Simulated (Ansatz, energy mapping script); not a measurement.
# RbCrBr3 in a distorted perovskite structure: J from the energies of magnetic orders (octahedra turned by 15°), part 2 of 2

Aim: the exchange couplings of RbCrBr3 in a distorted perovskite structure from the energies of a few collinear orders, and the ordering temperature that they give.

PBEsol with U = 3.32 eV on Cr d, ortho-atomic projectors; plane waves, U on orthogonalised atomic orbitals unless named otherwise, collinear spin, no spin–orbit coupling.

So far. Step 3 (Run 1 (parallel; cell A, 10 atoms)): The run ends ferromagnetic.

## (4) Run 2 (compensated +−; cell A, 10 atoms)

This order reverses 4 of the 4 neighbours at 5.07 Å, counted for an average magnetic atom.

Contents of input.yaml:

```yaml
crystal:
  lattice:
    - [0.0, 0.0, 5.24958987]
    - [5.0707144329, 5.0707144329, 0.0]
    - [-5.0707144329, 5.0707144329, 0.0]
  atoms:
    - { symbol: Rb, position: [0.5, 0.0, 0.5] }
    - { symbol: Rb, position: [0.5, 0.5, 0.0] }
    - { symbol: Cr, position: [0.0, 0.0, 0.0], spin: 3.0 }
    - { symbol: Cr, position: [0.0, 0.5, 0.5], spin: -3.0 }
    - { symbol: Br, position: [0.5, 0.0, 0.0] }
    - { symbol: Br, position: [0.5, 0.5, 0.5] }
    - { symbol: Br, position: [0.0, 0.316987298, 0.183012702] }
    - { symbol: Br, position: [0.0, 0.683012702, 0.816987298] }
    - { symbol: Br, position: [0.0, 0.183012702, 0.683012702] }
    - { symbol: Br, position: [0.0, 0.816987298, 0.316987298] }
magnetization:
  spin_polarized: true
kpoints:
  mp_grid: { grid: [7, 5, 5] }
hamiltonian:
  xc: pbesol
  hubbard:
    sites:
      - { species: Cr, l: d, u_eff: 3.32 }
      - { site: 2, l: d, u_eff: 3.32, starting_ns: [{ spin: up, occupation_matrix: cr3_major }, { spin: down, occupation_matrix: cr3_minor }] }
      - { site: 3, l: d, u_eff: 3.32, starting_ns: [{ spin: up, occupation_matrix: cr4_minor }, { spin: down, occupation_matrix: cr4_major }] }
    projectors: ortho-atomic
    occupation_matrices:
      cr3_major:
        matrix:
          - [0.719, 0.0, 0.0, 0.0, 0.0]
          - [0.0, 0.995, 0.0, 0.0, 0.0]
          - [0.0, 0.0, 0.995, 0.0, 0.0]
          - [0.0, 0.0, 0.0, 0.792, 0.125]
          - [0.0, 0.0, 0.0, 0.125, 0.914]
      cr3_minor:
        matrix:
          - [0.113, 0.0, 0.0, 0.0, 0.0]
          - [0.0, 0.037, 0.0, 0.0, 0.0]
          - [0.0, 0.0, 0.037, 0.0, 0.0]
          - [0.0, 0.0, 0.0, 0.1, -0.032]
          - [0.0, 0.0, 0.0, -0.032, 0.052]
      cr4_major:
        matrix:
          - [0.719, 0.0, 0.0, 0.0, 0.0]
          - [0.0, 0.995, 0.0, 0.0, 0.0]
          - [0.0, 0.0, 0.995, 0.0, 0.0]
          - [0.0, 0.0, 0.0, 0.792, -0.125]
          - [0.0, 0.0, 0.0, -0.125, 0.914]
      cr4_minor:
        matrix:
          - [0.113, 0.0, 0.0, 0.0, 0.0]
          - [0.0, 0.037, 0.0, 0.0, 0.0]
          - [0.0, 0.0, 0.037, 0.0, 0.0]
          - [0.0, 0.0, 0.0, 0.1, 0.032]
          - [0.0, 0.0, 0.0, 0.032, 0.052]
scf:
  occupations: { method: fermi_dirac, width: 0.05 }
output:
  eigenvalues: true
```

Command:

```console
$ ansatz run input.yaml --threads 4 --pin off --max-ram 8192MiB --backend cpu --events-out ev --progress --plain --runs-dir out
```

Numbers of over 12 decimals in the logs are rounded to 6 here.

The log of the run:

```text
[...]
Crystal: 10 atoms, lattice volume = 269.956 Å³
Basis set: ecut = 420 eV, 5229 PW (Γ)
Bands: 57, of which v1, the nominal top of the filled ones, is band 44 counted from 1 (43 counted from 0)
Symmetry: 8 space group operations
[...]
k-points: 28 of 175
[...]
Starting moments: Σ|m| = 6 μB on 2 of 10 sites
Starting magnetic order: altermagnet, g-wave, planar spin-momentum locking; spin-degenerate planes through Γ normal to [0 0 1], [0 1 -1], [0 1 0], [0 1 1] of the run's lattice
[...]
SCF iter   1: F=—  HF=-29559.444126 eV  |F-HF|=—  |Δ(HF+E_count)|=         —  Δρ=3.16e-2 (↑3.16e-2 ↓3.16e-2)  dr2=6.09e0  dr2_m=1.53e0  M=0.000 μB ∫|m|=8.504 μB  β_m=1.00  ethr=3.10e-3  ⟨swp⟩=7.6  Hψ=13968  notcnv=0  defer=149
[...]
SCF iter  15: F=—  HF=-29558.371463 eV  |F-HF|=—  |Δ(HF+E_count)|=   1.20e-3  Δρ=1.41e-3 (↑1.07e-3 ↓1.41e-3)  dr2=1.55e-2  dr2_m=1.42e-3  M=-0.210 μB ∫|m|=8.656 μB  β_m=0.30  ethr=2.72e-5  ⟨swp⟩=2.0  Hψ=3237  notcnv=0  defer=311
[...]
spin-set hold released at iteration 15 (site moments' squared step at or under half its running peak, from the soft ceiling on): the magnetisation degrees of freedom join the quasi-Newton model from the next iteration; the mixer history was flushed
SCF iter  16: F=—  HF=-29558.372040 eV  |F-HF|=—  |Δ(HF+E_count)|=   5.76e-4  Δρ=2.49e-3 (↑2.49e-3 ↓2.33e-3)  dr2=3.47e-2  dr2_m=8.24e-3  M=-0.015 μB ∫|m|=8.651 μB  β_m=0.18  ethr=1.76e-5  ⟨swp⟩=2.0  Hψ=4146  notcnv=0  defer=311  recentre
[...]
SCF iter  36: F=-29558.372288 eV  HF=-29558.372288 eV  |F-HF|=1.08e-8  |Δ(HF+E_count)|=   7.41e-9  Δρ=1.38e-6 (↑1.28e-6 ↓1.38e-6)  dr2=1.37e-8  dr2_m=2.31e-9  M=0.000 μB ∫|m|=8.654 μB  ethr=1.14e-10  ⟨swp⟩=12.9  Hψ=13260  notcnv=0
SCF 1 converged in 36 iterations: F = -29558.372288 eV  dr2 = 1.37e-8
[...]
SCF converged after 36 iterations
Magnetization: 0.0001 μB (44.0001 up, 43.9999 down)
Absolute magnetization: 8.6458 μB (∫|ρ↑−ρ↓|, with the PAW one-centre terms)
[...]
Per-site moments (μB) at R_I (Å): [(1.4770075459569031e-8, 1.326065), (1.477007484865874e-8, 1.326065), (3.684137, 1.082728), (-3.684072, 1.082728), (-0.047416, 1.082728), (0.047418, 1.082728), (6.533886446424093e-6, 1.082728), (6.533886446385605e-6, 1.082728), (6.533886446702492e-6, 1.082728), (6.5338864464697674e-6, 1.082728)]
Free energy (F): -29558.372288 eV
[...]
Internal energy: -29558.305566 eV  (E = F + TS)
E sigma→0 (E₀):  -29558.338927 eV
Entropy (-TS):   -0.066722 eV (-6.672 meV/atom)
Fermi energy:    5.823751 eV
[...]
--- Specified on-site occupations, and those of the state reported ---
  electrons in the specified blocks: 9.5080 specified, 9.4790 found
[...]
--- Band table (eV; the first three rows and the last of 56) ---
  k-point 0 ↑: bands = [... 40 lower, 3.9704, 4.1741, 4.1741, 4.7754, 5.7450, 8.6339, 9.1955, 9.3994, ... 9 higher]
  k-point 1 ↑: bands = [... 40 lower, 3.9739, 4.0379, 4.1672, 4.7934, 5.8088, 8.9810, 9.1986, 9.4105, ... 9 higher]
  k-point 2 ↑: bands = [... 40 lower, 3.9497, 4.1268, 4.2123, 4.8009, 5.8798, 9.1918, 9.4284, 9.5027, ... 9 higher]
  k-point 27 ↓: bands = [... 40 lower, 4.1691, 4.1866, 4.2359, 5.8064, 6.4909, 9.6968, 10.0040, 10.0156, ... 9 higher]
Occupation matrices written to <dir>
```

Elapsed: 30 s, on 4 threads of Arm Neoverse V2, shared host; peak memory 1.2 GiB.

Spin moment in the sphere by atom:

```csv
atom,spin moment in the sphere (μB)
Rb1,0.00
Rb2,0.00
Cr3,3.68
Cr4,-3.68
Br5,-0.05
Br6,0.05
Br7,0.00
Br8,0.00
Br9,0.00
Br10,0.00
```

The run ends antiferromagnetic, 240.46 meV a magnetic atom above the parallel order of its cell (energies taken at zero occupation width, not the printed F).

## (5) The fit

Each energy difference is a sum of couplings weighted by the pairs that the order reverses. A few near shells are fitted to the differences by least squares. Energies are those extrapolated to zero occupation width, not the free energies F.

The orders that converged (zero: parallel moments in the same cell):

| order | atoms | energy (meV a magnetic atom) | moments (μB) | moments kept as typed | opposed neighbours at 5.07 Å |
| --- | --- | --- | --- | --- | --- |
| parallel | 10 | 0.00 | 3.72 | yes | 0 |
| compensated +− | 10 | 240.46 | 3.68 | yes | 4 |

Couplings from the energies, with E = −Σ J e·e over ordered pairs:

| pair | distance (Å) | neighbours | J (meV) |
| --- | --- | --- | --- |
| Cr–Cr | 5.07 | 4 | 30.1 |

Limits of this fit: the pairs at 5.25 Å are left out of the fit, though near enough to matter; one energy difference fixes this value, which holds the part of every shell that the order reverses.

## (6) Comparison

The first set of orders, under PBEsol+U (3.32 eV), octahedra turned by 0°, took 2 min of CPU time summed over its finished orders (seed run apart), these 2.9 min.

```csv
quantity,this set,first set
"J at 5.07 Å (5.25 Å in the first set), meV",30.1,33.0
```

The coupling that led in the first set goes from 33.0 to 30.1 meV.

## (7) Outcome

| Quantity | Value |
| --- | --- |
| lowest order tried | parallel |
| largest fitted value, Cr–Cr at 5.07 Å | 30.1 meV |

In words: Of the orders tried, RbCrBr3 in a distorted perovskite structure (octahedra turned by 15°) prefers parallel moments under PBEsol+U (3.32 eV). How the layers stack magnetically is not fixed by these couplings. Orders that were not tried, spirals among them, may lie lower. The one fitted coupling is the Cr–Cr pair at 5.07 Å, ferromagnetic at 30 meV, across a ligand at about 150°. It also takes up the part of reversed shells that are not fitted, so neither its size nor its rank as a single path is established. The orders also reverse pairs at 7.30 Å, which are not fitted, so the fitted values hold their part too. No fitted order reverses the pairs at 7.17, 8.89 and 10.14 Å, so their coupling is unknown and is set to zero in the model. 1 energy difference fixes 1 coupling with none to spare, so the fit tests nothing. In the fitted orders moments change by up to 0.84 % against the parallel run of the same cell, so their size stays put. The pairs at 5.25 Å are nearer than the strongest fitted shell or at most 15 % farther, and these orders do not fix their coupling, so no ordering temperature is given. Every order is gapless on its mesh at this level. In a metal exchange reaches farther, and a short model of fixed moments is less apt; where the compound is in fact an insulator, these couplings come from a wrongly metallic state. The cell was built from a prototype and relaxed before the change was imposed without further relaxation; a distortion that needs a larger cell, or another structure that the compound may prefer, is not captured.

[Logs and program files are shortened in this print: banners, set-up blocks, solver, clock and traceback lines can be left out without a mark of their own.]

[Logs are printed without paths, hosts, clocks, repeated set-up lines and the standing remarks that a program may print on its own settings, such as how far it seeks lower states.]

[Hosts, paths, dates, database ids (printed as entryN), source tags and the programs' standing remarks are cut or masked in the printed files.]

[Where a cell is said to come from a database of computed structures, the database is the Materials Project.]
